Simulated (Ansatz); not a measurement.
# Be (P6_3/mmc, 2 atoms in the cell): zone-centre modes under pressure, part 2 of 3

Wanted: Grüneisen parameters and pressure coefficients of the modes of Be (P6_3/mmc, 2 atoms in the cell).

Ansatz 0.2.0; DFT PBEsol, scalar-relativistic, plane waves, PAW; PAW set soft_1.

So far: Starting point; Bringing the structure to rest.

**3. Tight relaxation**

Phonons need small forces and stress, so the relaxation is finished with tight tolerances on 24×24×12 k points.

The input, input.yaml:

```yaml
crystal:
  lattice:
    - [2.2547857385, 0.0, 0.0]
    - [-1.1273928692, 1.9527017296, 0.0]
    - [0.0, 0.0, 3.5579458755]
  atoms:
    - { symbol: Be, position: [0.3333333333, 0.6666666667, 0.25] }
    - { symbol: Be, position: [0.6666666667, 0.3333333333, 0.75] }
kpoints:
  mp_grid: { grid: [24, 24, 12] }
hamiltonian:
  xc: pbesol
  pseudopotentials: { kind: paw, azcp: { folder: soft_1 }, xc_functional: pbe }
scf:
  occupations: { method: methfessel_paxton, width: 0.2 }
output:
  forces: true
  stress: true
  eigenvalues: true
  write_density: true
  write_potential: true
  elf: true
  volumetric_format: npy
relax:
  adjacent_minimum: "off"
  f_tol: 0.001
  max_steps: 60
  cell: { stress_tol: 0.01 }
```

Started as:

```
$ ansatz run input.yaml --threads 4 --pin off --max-ram 10240MiB --backend cpu --events-out ev --progress --plain --runs-dir out
```

Numbers of over 12 decimals in the logs are rounded to 6 here.

Output:

```text
[...]
Crystal: 2 atoms, lattice volume = 15.665 Å³
Basis set: ecut = 420 eV, 311 PW (Γ), exchange–correlation on 32×32×48 points (8 copies of the dense FFT grid, shifted against one another)
Bands: 6, of which v1, the nominal top of the filled ones, is band 2 counted from 1 (1 counted from 0)
Symmetry: 24 space group operations
[...]
k-points: 427 of 6912
[...]
P = ⅓ Tr σ = 0.0059 GPa (0.059 kbar)
--- Band table (eV; the first three rows and the last of 427) ---
[...]
--- Relaxed structure (3 steps of the walk, 3 accepted, 1 SCFs on fresh bases) ---
[...]
cell:  # Å, volume = 15.6699 Å³
    - [2.256788, -2.8893226279686962e-11, 0]
    - [-1.128394, 1.954436, 0]
    - [0, 0, 3.552654]
  atoms:
    - { symbol: Be, position: [0.333333, 0.666667, 0.250000] }
    - { symbol: Be, position: [0.666667, 0.333333, 0.750000] }
[key lines of the parts left out:]
SCF converged after 4 iterations
Free energy (F): -180.698840 eV
Fermi energy:    8.146482 eV
```

Wall time 1.4 s (4 threads of AMD EPYC 9B45 (Zen 5), shared host); peak memory 0.43 GiB.

Step by step:

| step | energy less that of the first step (eV) | largest force component (eV/Å) | pressure (GPa) | volume (Å³) |
| --- | --- | --- | --- | --- |
| 1 | 0.0000 | 0.0000 | 0.01 | 15.67 |
| 2 | -0.0001 | 0.0000 | 0.02 | 15.67 |
| 3 | -0.0001 | 0.0000 | 0.01 | 15.67 |
| 4* | -0.0001 | 0.0000 | 0.01 | 15.67 |

Relaxation steps marked * repeat the geometry before them on a plane-wave basis chosen anew for their cell, so energy and pressure can jump there.

The run keeps the 24 symmetry operations that it works with, so distortions that break them were not tested.

| conventional cell, symmetrised | before | after | change |
| --- | --- | --- | --- |
| a (Å) | 2.255 | 2.257 | +0.1 % |
| b (Å) | 2.255 | 2.257 | +0.1 % |
| c (Å) | 3.558 | 3.553 | -0.1 % |
| volume (Å³/atom) | 7.83 | 7.83 | +0.0 % |

Final coordinates:

```cif
data_structure
_symmetry_space_group_name_H-M 'P 1'
_symmetry_Int_Tables_number 1
_cell_length_a 2.2568
_cell_length_b 2.2568
_cell_length_c 3.5527
_cell_angle_alpha 90.000
_cell_angle_beta 90.000
_cell_angle_gamma 120.000
_cell_volume 15.67
loop_
_atom_site_label
_atom_site_type_symbol
_atom_site_fract_x
_atom_site_fract_y
_atom_site_fract_z
_atom_site_occupancy
Be1 Be 0.33333 0.66667 0.25000 1
Be2 Be 0.66667 0.33333 0.75000 1
```

This step gave:

```
pressure        : 0.005861 GPa
volume per atom : 7.835 Å³
```

Electrostatic potential energy in the ac plane at fractional y = 0.333, with atoms of Be within 0.2 Å of it. With pseudopotentials it is smooth inside the atoms' cores, unlike the true potential.

Ten even steps from '_' (-31 eV) to '@' (8 eV):
```
@@@@@@@@@@%%%%##**##%%%%
@@@@@@@@@@##++--::--++##
%%@@@@@@%%++::______::++
##@@@@@@##==..______..==
##@@@@@@##==..______..==
%%@@@@@@%%++::______::++
@@@@@@@@@@##++--::--++##
@@@@@@@@@@%%%%##**##%%%%
@@@@@@@@@@@@@@@@%%@@@@@@
@@@@@@@@@@@@@@@@@@@@@@@@
@@%%%%%%@@@@@@@@@@@@@@@@
%%######%%@@@@@@@@@@@@@@
##******##%%@@@@@@@@@@%%
##******##%%@@@@@@@@@@%%
%%######%%@@@@@@@@@@@@@@
@@%%%%%%@@@@@@@@@@@@@@@@
@@@@@@@@@@@@@@@@@@@@@@@@
@@@@@@@@@@@@@@@@%%@@@@@@
```
Columns run along a (2.3 Å; values clipped at the 3rd and 97th percentile), rows up along c (3.6 Å). Atoms in or near the plane, at fractional coordinates: Be at (0.67, 0.75).

ELF in the ac plane at fractional y = 0.333, with atoms of Be within 0.2 Å of it. It is the smooth field of the valence electrons, not physical close to the nuclei.

Ten even steps from '_' (0.00) to '@' (0.77):
```
############**++++++**##
##########++--......--++
**##%%##**--__________--
++######++::__________::
++######++::__________::
**##%%##**--__________--
##########++--......--++
############**++++++**##
##########%%%%%%%%%%%%%%
####**####%%%%@@@@@@%%%%
##++++++##%%@@@@@@@@@@%%
**==--==**%%@@@@@@@@@@%%
++--::--++##@@@@@@@@@@##
++--::--++##@@@@@@@@@@##
**==--==**%%@@@@@@@@@@%%
##++++++##%%@@@@@@@@@@%%
####**####%%%%@@@@@@%%%%
##########%%%%%%%%%%%%%%
```
Columns run along a (2.3 Å), rows up along c (3.6 Å). Atoms in or near the plane, at fractional coordinates: Be at (0.67, 0.75).

Valence density in the ac plane at fractional y = 0.333, with atoms of Be within 0.2 Å of it. It is the smooth field of the valence electrons, not physical close to the nuclei.

Values in e/Å³, 18 rows by 12 columns:
```
0.26 0.26 0.25 0.26 0.26 0.27 0.28 0.28 0.28 0.28 0.28 0.27
0.26 0.26 0.26 0.26 0.26 0.27 0.26 0.24 0.24 0.24 0.26 0.27
0.27 0.26 0.26 0.26 0.27 0.26 0.22 0.18 0.15 0.18 0.22 0.26
0.27 0.27 0.26 0.27 0.27 0.25 0.19 0.12 0.08 0.12 0.19 0.25
0.27 0.27 0.26 0.27 0.27 0.25 0.19 0.12 0.08 0.12 0.19 0.25
0.27 0.26 0.26 0.26 0.27 0.26 0.22 0.18 0.15 0.18 0.22 0.26
0.26 0.26 0.26 0.26 0.26 0.27 0.26 0.24 0.24 0.24 0.26 0.27
0.26 0.26 0.25 0.26 0.26 0.27 0.28 0.28 0.28 0.28 0.28 0.27
0.26 0.25 0.25 0.25 0.26 0.27 0.28 0.28 0.29 0.28 0.28 0.27
0.26 0.25 0.25 0.25 0.26 0.27 0.28 0.28 0.29 0.28 0.28 0.27
0.26 0.26 0.25 0.26 0.26 0.27 0.28 0.29 0.29 0.29 0.28 0.27
0.27 0.25 0.25 0.25 0.27 0.28 0.29 0.29 0.29 0.29 0.29 0.28
0.27 0.25 0.24 0.25 0.27 0.28 0.29 0.29 0.29 0.29 0.29 0.28
0.27 0.25 0.24 0.25 0.27 0.28 0.29 0.29 0.29 0.29 0.29 0.28
0.27 0.25 0.25 0.25 0.27 0.28 0.29 0.29 0.29 0.29 0.29 0.28
0.26 0.26 0.25 0.26 0.26 0.27 0.28 0.29 0.29 0.29 0.28 0.27
0.26 0.25 0.25 0.25 0.26 0.27 0.28 0.28 0.29 0.28 0.28 0.27
0.26 0.25 0.25 0.25 0.26 0.27 0.28 0.28 0.29 0.28 0.28 0.27
```
Columns run along a (2.3 Å), rows up along c (3.6 Å). Atoms in or near the plane, at fractional coordinates: Be at (0.67, 0.75).

The forces vanish by symmetry and the pressure is 0.006 GPa, within the tolerances set. The cell now holds 7.83 Å³/atom.

**4. Zone-centre response at rest**

Phonons follow from the second derivative of the energy, found here by linear response.

The modes at rest are the reference of the series.

input.yaml, the sections that differ from step 3:

```yaml
crystal:
  lattice:
    - [2.2567879473, 0.0, 0.0]
    - [-1.1283939736, 1.9544356933, 0.0]
    - [0.0, 0.0, 3.5526536199]
  atoms:
    - { symbol: Be, position: [0.3333333333, 0.6666666667, 0.25] }
    - { symbol: Be, position: [0.6666666667, 0.3333333333, 0.75] }
output:
  eigenvalues: true
phonons:
  method: dfpt
# kpoints, hamiltonian, scf: as in step 3
# relax: removed
```

Output:

```text
zone centre: on kpoints.mp_grid the ground state, and the responses unless they are solved on pairs of k-points, stand on 1099 of the mesh's 6912 k-points, reduced under 4 symmetry operations, with k and −k counted as one. Each operation leaves every solved displacement unchanged or reverses it
[...]
Crystal: 2 atoms, lattice volume = 15.670 Å³
Basis set: ecut = 420 eV, 311 PW (Γ), exchange–correlation on 32×32×48 points (8 copies of the dense FFT grid, shifted against one another)
Bands: 6, of which v1, the nominal top of the filled ones, is band 2 counted from 1 (1 counted from 0)
Symmetry: 24 space group operations
k-points: 1099 of 6912 (irreducible under 4 space group operations, time reversal used)
[...]
SCF iter   1: F=—  HF=-180.716710 eV  |F-HF|=—  |Δ(HF+E_count)|=         —  Δρ=1.44e-2  dr2=2.36e-2  ethr=3.10e-3  ⟨swp⟩=4.5  Hψ=53735  notcnv=0
[...]
SCF iter   6: F=-180.698840 eV  HF=-180.698840 eV  |F-HF|=1.45e-12  |Δ(HF+E_count)|=   1.54e-9  S|Δr|=    0.00e0  Δρ=2.00e-7  dr2=5.01e-12  ethr=1.00e-12  ⟨swp⟩=3.9  Hψ=23135  notcnv=0
SCF 1 converged in 6 iterations: F = -180.698840 eV  dr2 = 5.01e-12
[...]
DFPT response loops at Γ: preconditioner auto → Kerker (q_TF=auto, 2.173 Å⁻¹) (partly filled bands, converged f_vac=0.000); β = 1.00, the filter's whole step (`scf.mixing.beta` (0.50) is not read by the response loops under this deck's `scf.mixing.preconditioner`; to damp them name `kerker` or `kerker_dos`, under which they read `scf.mixing.beta`, and type it under 1.00, their step now; both keys bind the ground state too); Broyden in place of MSR1
SCF converged after 6 iterations
[...]
Free energy (F): -180.698840 eV
[...]
Internal energy: -180.698354 eV  (E = F + TS)
E sigma→0 (E₀):  -180.698718 eV
Entropy (-TS):   -0.000486 eV (-0.243 meV/atom)
Fermi energy:    8.146482 eV
[...]
--- Band table (eV; the first three rows and the last of 1099) ---
[...]
--- Phonons (Γ-DFPT): 2 representative perturbations + reference, on 1099 of 6912 k-points (Σ response iterations 6) ---
  k mesh reduced under 4 symmetry operations, with k and −k counted as one. Each operation leaves every solved displacement unchanged or reverses it
  ASR residual: 7.063e-5 → 0.000e0 eV/Å²; symmetrization residual: 1.419e-11 eV/Å²
  ASR residual per site (eV/Å²): 7.06e-5 7.06e-5
  Γ frequencies (cm⁻¹): 0.00 0.00 0.00 465.95 465.95 701.81
  non-analytic LO–TO correction: not included (Born effective charges unavailable; polar crystals: no LO–TO splitting at Γ)
```

It took 2.6 s on 4 threads; peak memory 0.66 GiB.

Numbers from this step:

```yaml
sum_rule_residual_before_enforcement: 7.06e-5 eV/Å²
point_group: 6/mmm
highest_optical_mode_at_the_zone_centre_no_lo_to_term: 701.8 cm⁻¹
lowest_optical_zone_centre_mode: 465.9 cm⁻¹
```

Patterns of degenerate modes are one choice out of their space. Modes at Γ:

| mode | frequency (cm⁻¹) | symmetry |
| --- | --- | --- |
| 1 | 0.0 | acoustic |
| 2 | 0.0 | acoustic |
| 3 | 0.0 | acoustic |
| 4 | 465.9 | E2g |
| 5 | 465.9 | E2g |
| 6 | 701.8 | B1g |

Displacements in mode 4 (465.9 cm⁻¹), the largest set to 1:
```
Be1  0.00 -1.00  0.00
Be2  0.00  1.00  0.00
```

Displacements in mode 6 (701.8 cm⁻¹), the largest set to 1:
```
Be1  0.00  0.00  1.00
Be2  0.00  0.00 -1.00
```

Before it was imposed, the acoustic sum rule was missed by 7.1e-5 eV/Å². Small misses are needed for a sound result but don't prove that mesh and cutoff are converged. The lowest optical mode is real, 466 cm⁻¹.

**5. Relaxation of a member: 1.06 times the volume at rest**

The cell is set to 1.06 times the volume at rest, and shape and atoms relax at that volume.

input.yaml, the sections that differ from step 4:

```yaml
crystal:
  lattice:
    - [2.3025930977, 0.0, 0.0]
    - [-1.1512965488, 1.9941041172, 0.0]
    - [0.0, 0.0, 3.6174775292]
  atoms:
    - { symbol: Be, position: [0.3333333333, 0.6666666667, 0.25] }
    - { symbol: Be, position: [0.6666666667, 0.3333333333, 0.75] }
output:
  forces: true
  stress: true
  eigenvalues: true
relax:
  adjacent_minimum: "off"
  f_tol: 0.001
  max_steps: 60
  cell: { stress_tol: 0.01, fix: [volume] }
# kpoints, hamiltonian, scf: as in step 4
# phonons: removed
```

Output:

```text
[...]
Crystal: 2 atoms, lattice volume = 16.610 Å³
Basis set: ecut = 420 eV, 313 PW (Γ), exchange–correlation on 32×32×50 points (8 copies of the dense FFT grid, shifted against one another)
Bands: 6, of which v1, the nominal top of the filled ones, is band 2 counted from 1 (1 counted from 0)
Symmetry: 24 space group operations
[...]
k-points: 427 of 6912
[...]
P = ⅓ Tr σ = -6.5347 GPa (-65.347 kbar)
--- Band table (eV; the first three rows and the last of 427) ---
[...]
--- Relaxed structure (3 steps of the walk, 3 accepted, 1 SCFs on fresh bases) ---
[...]
cell:  # Å, volume = 16.6100 Å³
    - [2.303373, -2.8877293410455343e-11, 0]
    - [-1.151686, 1.994779, 0]
    - [0, 0, 3.615029]
  atoms:
    - { symbol: Be, position: [0.333333, 0.666667, 0.250000] }
    - { symbol: Be, position: [0.666667, 0.333333, 0.750000] }
[key lines of the parts left out:]
SCF converged after 4 iterations
Free energy (F): -180.678865 eV
Fermi energy:    7.614765 eV
```

The job ended after 1.4 s (4 threads; peak memory 0.42 GiB; 4.9 s of CPU time).

Little changed from the start: no atom moved by 0.005 Å and no cell edge by 0.1 %.

Numbers from this step:

```yaml
pressure: -6.535 GPa
volume_per_atom: 8.305 Å³
```

The forces vanish by symmetry, at a pressure of -6.53 GPa.

**6. Zone-centre modes of the member: 1.06 times the volume at rest**

The zone-centre modes follow for 1.06 times the volume at rest.

input.yaml, the sections that differ from step 5:

```yaml
crystal:
  lattice:
    - [2.3033726139, 0.0, 0.0]
    - [-1.1516863069, 1.994779198, 0.0]
    - [0.0, 0.0, 3.6150294622]
  atoms:
    - { symbol: Be, position: [0.3333333333, 0.6666666667, 0.25] }
    - { symbol: Be, position: [0.6666666667, 0.3333333333, 0.75] }
output:
  eigenvalues: true
phonons:
  method: dfpt
# kpoints, hamiltonian, scf: as in step 5
# relax: removed
```

Output:

```text
[...]
Crystal: 2 atoms, lattice volume = 16.610 Å³
Basis set: ecut = 420 eV, 313 PW (Γ), exchange–correlation on 32×32×60 points (8 copies of the dense FFT grid, shifted against one another)
Bands: 6, of which v1, the nominal top of the filled ones, is band 2 counted from 1 (1 counted from 0)
Symmetry: 24 space group operations
k-points: 1099 of 6912 (irreducible under 4 space group operations, time reversal used)
[...]
SCF iter   1: F=—  HF=-180.695446 eV  |F-HF|=—  |Δ(HF+E_count)|=         —  Δρ=1.36e-2  dr2=2.30e-2  ethr=3.10e-3  ⟨swp⟩=4.5  Hψ=53822  notcnv=0
[...]
SCF iter   6: F=-180.678865 eV  HF=-180.678865 eV  |F-HF|=1.48e-12  |Δ(HF+E_count)|=   1.29e-9  S|Δr|=    0.00e0  Δρ=2.03e-7  dr2=5.67e-12  ethr=1.00e-12  ⟨swp⟩=4.0  Hψ=23152  notcnv=0
SCF 1 converged in 6 iterations: F = -180.678865 eV  dr2 = 5.67e-12
[...]
SCF converged after 6 iterations
[...]
Free energy (F): -180.678865 eV
[...]
Internal energy: -180.678431 eV  (E = F + TS)
E sigma→0 (E₀):  -180.678756 eV
Entropy (-TS):   -0.000434 eV (-0.217 meV/atom)
Fermi energy:    7.614765 eV
[...]
--- Band table (eV; the first three rows and the last of 1099) ---
[...]
ASR residual: 8.426e-6 → 0.000e0 eV/Å²; symmetrization residual: 1.123e-11 eV/Å²
  ASR residual per site (eV/Å²): 8.43e-6 8.43e-6
  Γ frequencies (cm⁻¹): 0.00 0.00 0.00 444.75 444.75 648.10
[...]
```

Run time: 2.9 s. Hardware: 4 threads; peak memory 0.68 GiB; 9.2 s of CPU time.

This step gave:

- sum-rule residual before enforcement: 8.43e-6 eV/Å²
- highest optical mode at the zone centre (no LO-TO term): 648.1 cm⁻¹
- lowest optical zone-centre mode: 444.8 cm⁻¹

Patterns of degenerate modes are one choice out of their space. Modes at Γ:

| mode | frequency (cm⁻¹) | symmetry |
| --- | --- | --- |
| 1 | 0.0 | acoustic |
| 2 | 0.0 | acoustic |
| 3 | 0.0 | acoustic |
| 4 | 444.8 | E2g |
| 5 | 444.8 | E2g |
| 6 | 648.1 | B1g |

The lowest optical mode is real, 445 cm⁻¹, and the highest lies at 648.1 cm⁻¹.

For the highest optical mode at the zone centre (no LO-TO term), step 4 gave 702 cm⁻¹; this run, with volume ratio 1.06, gives 648 cm⁻¹ (-8 %).

(Part 2 of 3 ends here.)

[Logs are printed without paths, hosts, clocks, repeated set-up lines and the standing remarks that a program may print on its own settings, such as how far it seeks lower states.]

[Hosts, paths, dates, database ids (printed as entryN), source tags and the programs' standing remarks are cut or masked in the printed files.]
